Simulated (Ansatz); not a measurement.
# H2CClF (P2_1): converging the G0W0 gap, part 2 of 2

How do accuracy and time trade against each other in G0W0 on H2CClF (P2_1)?

Ansatz 0.2.0; G0W0 on PBE, plane waves, PAW. Known limits of the many-body steps: not at the basis limit; coarse k mesh.

So far. Step 4 (615 empty bands, screening to 160 eV): Against the run with 4×4×2 mesh, 285 empty bands, screening to 96 eV, the gap moves by +0.05 eV. Step 5 (Changing the k mesh: 2×2×2 mesh, 285 empty bands …): Against the run with 4×4×2 mesh, 285 empty bands, screening to 96 eV, the gap moves by +0.02 eV.

**6. Changing the frequency model: 4×4×2 mesh, 285 empty bands, screening to 96 eV, plasmon pole**

A plasmon pole stands in for the full frequency dependence of the screening; this run shows what that costs in accuracy.

Input file input.yaml:

```yaml
crystal:
  lattice:
    - [5.0206, 0.0, 0.0]
    - [0.0, 4.1477, 0.0]
    - [-2.1143188253, 0.0, 6.4288463713]
  atoms:
    - { symbol: H, position: [0.2853907074, 0.3914333251, 0.1553547444] }
    - { symbol: H, position: [0.7146092926, 0.8914333251, 0.8446452556] }
    - { symbol: H, position: [0.5708661695, 0.1079278767, 0.2708692269] }
    - { symbol: H, position: [0.4291338305, 0.6079278767, 0.7291307731] }
    - { symbol: C, position: [0.3461441783, 0.1407585261, 0.1942650717] }
    - { symbol: C, position: [0.6538558217, 0.6407585261, 0.8057349283] }
    - { symbol: Cl, position: [0.1665216804, 0.0025228448, 0.3683413112] }
    - { symbol: Cl, position: [0.8334783196, 0.5025228448, 0.6316586888] }
    - { symbol: F, position: [0.2645503672, 0.9578574273, 0.0149998989] }
    - { symbol: F, position: [0.7354496328, 0.4578574273, 0.9850001011] }
kpoints:
  mp_grid: { grid: [4, 4, 2] }
hamiltonian:
  xc: pbe
scf:
  occupations: { method: fixed }
gw:
  n_empty_bands: 285
  ecut_chi: 96
  qp_bands: [v3, c3]
  qp_kpoints: band_edges
  screening: { model: godby_needs }
```

Command:

```
$ ansatz run input.yaml --threads 3 --pin off --max-ram 92160MiB --backend cuda --events-out ev --progress --plain --runs-dir out --devices 1 --max-vram 13GiB  # rebuilt from the run's record
```

Numbers of over 12 decimals in the logs are rounded to 6 here.

The program printed:

```text
GPUs: using 1 of 1 available (devices: 1).
[...]
GPU FFT provider: cuFFT
GPU libraries: cuBLAS 13.8.2, cuFFT 12.4.0, cuSOLVER 12.3.4
Crystal: 10 atoms, lattice volume = 133.874 Å³
Basis set: ecut = 420 eV, 2603 PW (Γ)
Bands: 30, of which v1, the nominal top of the filled ones, is band 20 counted from 1 (19 counted from 0)
Symmetry: 2 space group operations
[...]
k-points: 18 of 32 (time reversal used)
[...]
1    19     -1.2484   -20.8088     2.6800   -16.0149  0.8243    -3.3886    -3.3622  root
[...]
17    20     -0.6445   -21.8703     2.7268   -17.1246  0.8270    -2.6859    -2.6633  root
    17    21      5.8940    -9.3250    -3.7183   -15.2451  0.8390     8.1201     8.0958  root
    17    22      5.8940    -9.3250    -3.7183   -15.2451  0.8390     8.1201     8.0958  root
    17    23      7.1943    -7.0034    -3.5859   -12.3974  0.8570     9.0196     9.0025  root
[key lines of the parts left out:]
SCF converged after 7 iterations
Free energy (F): -4341.608571 eV
Fermi energy:    -0.638675 eV
```

It took 20 s on 1 × NVIDIA H100 80GB HBM3 (shared by 6 runs) with 3 threads of AMD EPYC 7R13 (Zen 3), shared host; peak memory 1.7 GiB.

Numbers from this step:

- bands summed: 305
- plasmon-pole fit frequency: 20.30 eV
- RPA ε∞ on this mesh (eigenvalues): 2.004, 2.029, 2.359
- plane waves in the screening matrix: 299
- G0W0 gap on the mesh: 10.02 eV
- k of the valence top: -0.5, -0.5, 0
- k of the conduction bottom: 0.25, 0, -0.5
- starting gap on the mesh: 5.996 eV
- least direct G0W0 gap on the computed points: 10.07 eV

Against the run with 4×4×2 mesh, 285 empty bands, screening to 96 eV, the gap moves by +0.04 eV.

**7. Changing the files: 4×4×2 mesh, 285 empty bands, screening to 96 eV, hard PAW files**

Other atomic data (hard PAW) test the pseudisation: the cutoff goes from 420 to 1050 eV, with the same valence electrons.

Changes to input.yaml since step 6:

```diff
@@ -20,2 +20,3 @@
   xc: pbe
+  pseudopotentials: { kind: paw, source: ansatz }
 scf:
@@ -27,2 +28,2 @@
   qp_kpoints: band_edges
-  screening: { model: godby_needs }
+  screening: { model: contour_deformation }
```

The program printed:

```text
GPUs: using 1 of 1 available (devices: 1).
[...]
GPU FFT provider: cuFFT
GPU libraries: cuBLAS 13.8.2, cuFFT 12.4.0, cuSOLVER 12.3.4
Crystal: 10 atoms, lattice volume = 133.874 Å³
Basis set: ecut = 1050 eV, 10329 PW (Γ)
Bands: 30, of which v1, the nominal top of the filled ones, is band 20 counted from 1 (19 counted from 0)
Symmetry: 2 space group operations
[...]
k-points: 18 of 32 (time reversal used)
[...]
1    19     -1.2332   -20.8041     2.6930   -16.0112  0.8137    -3.3812    -3.3331  root
[...]
17    20     -0.6296   -21.8614     2.7140   -17.1184  0.8192    -2.6976    -2.6586  root
    17    21      5.9112    -9.3137    -3.7884   -15.2358  0.8331     8.0830     8.0450  root
    17    22      5.9112    -9.3137    -3.7884   -15.2358  0.8331     8.0830     8.0450  root
    17    23      7.2098    -6.9815    -3.6312   -12.3769  0.8507     8.9987     8.9739  root
[key lines of the parts left out:]
SCF converged after 9 iterations
Free energy (F): -4341.340236 eV
Fermi energy:    -0.623846 eV
```

Elapsed: 49 s, on 1 × NVIDIA H100 80GB HBM3 (shared by 6 runs) with 3 threads; peak memory 2.4 GiB.

Numbers from this step:

```
bands summed                                 : 305
RPA ε∞ on this mesh (eigenvalues)            : 2.004, 2.029, 2.359
plane waves in the screening matrix          : 299
G0W0 gap on the mesh                         : 9.980 eV
k of the valence top                         : -0.5, -0.5, 0
k of the conduction bottom                   : 0.25, 0, -0.5
starting gap on the mesh                     : 6.000 eV
least direct G0W0 gap on the computed points : 10.03 eV
```

Against the run with 4×4×2 mesh, 285 empty bands, screening to 96 eV, the gap moves by −0.001 eV.

**8. Convergence and cost**

Times are wall times on 1 × NVIDIA H100 80GB HBM3 (shared by 6 runs) with 3 threads of AMD EPYC 7R13 (Zen 3), shared host, good to a factor of about two.

```csv
mesh,files,frequency,bands summed,cutoff (eV),start (eV),G0W0 (eV),time,host memory (GiB)
4×4×2,default PAW,contour deformation,121,48,5.996,9.986,14 s,1.2
4×4×2,default PAW,contour deformation,305,96,5.996,9.981,27 s,1.5
4×4×2,default PAW,contour deformation,635,160,5.996,10.027,59 s,2.5
2×2×2,default PAW,contour deformation,305,96,5.994,10.003,9.6 s,1.3
4×4×2,default PAW,plasmon pole,305,96,5.996,10.020,20 s,1.7
4×4×2,hard PAW,contour deformation,305,96,6.000,9.980,49 s,2.4
```

The parts of the quasiparticle energy at the two band edges (eV; QP = start + Σx + Σc − Vxc):

```csv
run,edge,start,Σx,Σc,Vxc,Z,QP
121 bands,valence top,-0.64,-21.87,3.00,-17.12,0.83,-2.39
121 bands,conduction bottom,5.52,-8.18,-3.22,-13.47,0.85,7.59
305 bands,valence top,-0.64,-22.02,2.75,-17.24,0.82,-2.66
305 bands,conduction bottom,5.36,-8.75,-3.67,-14.39,0.84,7.32
635 bands,valence top,-0.64,-22.02,2.49,-17.24,0.82,-2.92
635 bands,conduction bottom,5.36,-8.75,-3.89,-14.39,0.84,7.10
```

 Where G0W0 reorders the edges (121 bands), the two states listed lie further apart at the start than the starting gap.

**9. Results**

```
121 bands, 48 eV  : 9.986 eV
305 bands, 96 eV  : 9.981 eV
635 bands, 160 eV : 10.027 eV
mesh and start    : 4×4×2, PBE
```

From 121 to 635 bands the gap moves by +0.04 eV while the time grows 4.3-fold. The gap turns back along the series, so no limit is drawn from it. On the 2×2×2 mesh in place of 4×4×2 the gap differs by +0.02 eV, of which −0.002 eV is already in the start. The plasmon-pole model gives +0.04 eV against contour deformation, 1 % of the correction. Hard PAW files move the gap by −0.001 eV at equal bands and cutoff, +0.004 eV of it in the start. The 4×4×2 mesh is coarse for this cell (its supercell is 14 Å along the shortest edge). The RPA ε∞ on it, from the PBE start, is 2.00, 2.02 and 2.34; such meshes misread the long-range screening, most where the gap is narrow.

[Paths, hosts, dates, memory and timing lines, banners, echoed tables and standing remarks are left out of the program output.]

[Logs are printed without paths, hosts, clocks, repeated set-up lines and the standing remarks that a program may print on its own settings, such as how far it seeks lower states.]

[Runs of the session that timed out or met a known fault of the program may be left out.]

[Cells called generated may have been cut or substituted from an entry of the Crystallography Open Database or the Materials Project.]

[Hosts, paths, dates, database ids (printed as entryN), source tags and the programs' standing remarks are cut or masked in the printed files.]
